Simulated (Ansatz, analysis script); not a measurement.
## Energy of a turned moment in BaCoSO

How well does a Heisenberg term describe BaCoSO? One moment is turned under a constraint.

Main program and level: Ansatz 0.2.0; LDA with U = 3.5 eV on Co d (ortho-atomic projectors), PAW set soft_1 (files made for PBE).

Report form: the programs' logs are mostly left out.

In doubt: warnings of the run leave room for a lower electronic state (step 2), so energies may not be the lowest and differences between runs may mislead.

## Step 1: The starting structure

The structure is orthorhombic, space group Cmcm (No. 63). Conventional cell: a = 4.035 Å, b = 12.914 Å, c = 6.180 Å, α = 90.00°, β = 90.00°, γ = 90.00°. Ba has 4 O at 2.93 Å and 5 S at 3.24 to 3.93 Å and 7 Co at 3.36 to 3.77 Å nearest. Nearest to Co lie 2 O at 1.97 Å and 2 S at 2.37 Å. S has 2 Co at 2.37 Å and 5 Ba at 3.24 to 3.93 Å nearest. Nearest to O lie 2 Co at 1.97 Å and 4 Ba at 2.93 Å. Farther neighbours and most contacts between anions are not listed.

The cell comes from the Materials Project, a database of computed structures, and the real compound, where it exists, may take another one.

The cell of this run holds 8 atoms, 2 of them with a starting moment; values «a cell» refer to the cell of the run in question.

## Step 2: Collinear start 1: ferro ++

The order that a run ends on hangs on its start, so several orders are typed and the lowest is carried on. The program's own search can turn an unstable start over.

The input, input.yaml:

```yaml
crystal:
  lattice:
    - [2.01771, -6.456897, 0.0]
    - [2.01771, 6.456897, 0.0]
    - [0.0, 0.0, 6.179544]
  atoms:
    - { symbol: Ba, position: [0.613622, 0.386378, 0.25] }
    - { symbol: Ba, position: [0.386378, 0.613622, 0.75] }
    - { symbol: Co, position: [0.905639, 0.094361, 0.25], spin: 3.0 }
    - { symbol: Co, position: [0.094361, 0.905639, 0.75], spin: 3.0 }
    - { symbol: S, position: [0.309567, 0.690433, 0.25] }
    - { symbol: S, position: [0.690433, 0.309567, 0.75] }
    - { symbol: O, position: [0.0, 0.0, 0.5] }
    - { symbol: O, position: [0.0, 0.0, 0.0] }
magnetization:
  spin_polarized: true
kpoints:
  mp_grid: { grid: [6, 6, 4] }
hamiltonian:
  xc: lda
  hubbard:
    projectors: ortho-atomic
    sites: [{ species: Co, l: d, u_eff: 3.5 }]
  pseudopotentials: { kind: paw, azcp: { folder: soft_1 }, xc_functional: pbe }
scf:
  occupations: { method: fermi_dirac, width: 0.05 }
  max_iter: 120
  convergence: { dr2_threshold: 1.0e-08 }
output:
  write_density: true
  write_potential: true
  elf: true
  volumetric_format: npy
```

Started as:

```console
ansatz run input.yaml --threads 4 --pin off --max-ram 8192MiB --backend cpu --events-out ev --progress --plain --runs-dir out
```

It took 54 s on 4 threads of Arm Neoverse V2, shared host; peak memory 1.9 GiB; 3.6 min of CPU time.

It ends ferromagnetic, with 2.33 μB on the largest site.

## Step 3: Collinear start 2: antiferro +-

The density is converged from the given moments; the state reached depends on that start.

input.yaml, as its differences from that of step 2:

```diff
@@ -9,3 +9,3 @@
     - { symbol: Co, position: [0.905639, 0.094361, 0.25], spin: 3.0 }
-    - { symbol: Co, position: [0.094361, 0.905639, 0.75], spin: 3.0 }
+    - { symbol: Co, position: [0.094361, 0.905639, 0.75], spin: -3.0 }
     - { symbol: S, position: [0.309567, 0.690433, 0.25] }
@@ -28,6 +28 @@
   convergence: { dr2_threshold: 1.0e-08 }
-output:
-  write_density: true
-  write_potential: true
-  elf: true
-  volumetric_format: npy
```

It took 80 s on 4 threads; peak memory 2.4 GiB.

It ends antiferromagnetic, with 2.26 μB on the largest site.

## Step 4: The collinear states

```csv
typed order,atoms,final state,energy (meV/atom),largest moment (μB)
ferro ++,8,ferromagnetic,22.73,2.33
antiferro +-,8,antiferromagnetic,0.00,2.26
```

The session goes on from the lowest state with moments found, typed antiferro +-.

Spin moment in the atom's sphere by atom:

```csv
atom,spin moment in the atom's sphere (μB)
Ba1,0.00
Ba2,0.00
Co3,2.26
Co4,-2.26
S5,0.07
S6,-0.07
O7,0.00
O8,0.00
```

Tables count atoms from 1; parts of the log count from 0.

## Step 5: Constrained states

A canted state is in general not stationary, so a lock holds the direction of each moment by a field that the run finds for itself, with a floor under its size so that it cannot collapse. One batch solves all states on one mesh, so that their energies can be subtracted.

The input counts atoms from 0. Atom 3 (Co) is the turned one, and with it all its lattice images.

The runs on spinors take the mesh 5×5×3.

input.yaml, the sections that differ from step 3:

```yaml
crystal:
  lattice:
    - [2.01771, -6.456897, 0.0]
    - [2.01771, 6.456897, 0.0]
    - [0.0, 0.0, 6.179544]
  atoms:
    - { symbol: Ba, position: [0.613622, 0.386378, 0.25] }
    - { symbol: Ba, position: [0.386378, 0.613622, 0.75] }
    - { symbol: Co, position: [0.905639, 0.094361, 0.25], spin: 2.26, spin_axis: [0.0, 0.0, 1.0] }
    - { symbol: Co, position: [0.094361, 0.905639, 0.75], spin: 2.26, spin_axis: [0.0, 0.0, -1.0] }
    - { symbol: S, position: [0.309567, 0.690433, 0.25] }
    - { symbol: S, position: [0.690433, 0.309567, 0.75] }
    - { symbol: O, position: [0.0, 0.0, 0.5] }
    - { symbol: O, position: [0.0, 0.0, 0.0] }
kpoints:
  mp_grid: { grid: [5, 5, 3] }
basis:
  ecutwfc: 420.0
magnetization:
  noncollinear: true
magnetic_configurations:
  lock: { kind: ray, floor_fraction: 0.25 }
  seed: rotate
  angular_fan:
    site: 3
    rotation_axis: [0, 1, 0]
    angles_deg: [0, 30, 60, 90, 135, 180]
checkpoint:
  read: start
# hamiltonian, scf: as in step 3
```

The job ended after 12 min (4 threads; peak memory 2.3 GiB).

The batch gives an energy and a set of moments for each member that converges.

## Step 6: Energies against angle

All numbers here come from the batch. Energies are free energies plus the run's first-order correction to the targets, less the reference.

```csv
angle (°),energy (meV a cell),turned moment (μB)
0,0.00,2.260
30,10.92,2.263
60,41.52,2.275
90,85.39,2.291
135,152.47,2.319
180,182.43,2.332
```

A fit E(θ) = A (1 − cos θ) + B sin²θ to the 5 turned states whose moment kept its size within 15 % gives A = 91.1 meV and B = -5.67 meV, with an r.m.s. miss of 0.18 meV. A > 0 favours the reference's alignment.

## Step 7: Results

* energy at 180°: 182 meV a cell
* turned moment: 2.26 μB at 0°, 2.33 μB at 180°
* bilinear term A: 91.1 meV
* biquadratic term B: -5.67 meV

**Reading.** Every turn costs energy, 182 meV a cell at 180°, so the antiferromagnetic reference is stable against this one rotation; no orders other than those typed and the 180° state were run. The turned moment keeps its size within 3.2 %. The biquadratic term is 6.2 % of the bilinear one, so a Heisenberg term alone is not enough; B < 0 softens the collinear states, though not enough for a canted minimum. With two magnetic atoms a cell and E = −Σ J e·e over ordered pairs, the couplings of one atom to all images of the other sum to -45.6 meV. Spin–orbit coupling is switched off, and couplings of the turned atom to its own lattice images don't enter, since these turn with it.

[Logs and program files are shortened in this print: banners, set-up blocks, solver, clock and traceback lines can be left out without a mark of their own.]

[Logs are printed without paths, hosts, clocks, repeated set-up lines and the standing remarks that a program may print on its own settings, such as how far it seeks lower states.]

[Hosts, paths, dates, database ids (printed as entryN), source tags and the programs' standing remarks are cut or masked in the printed files.]
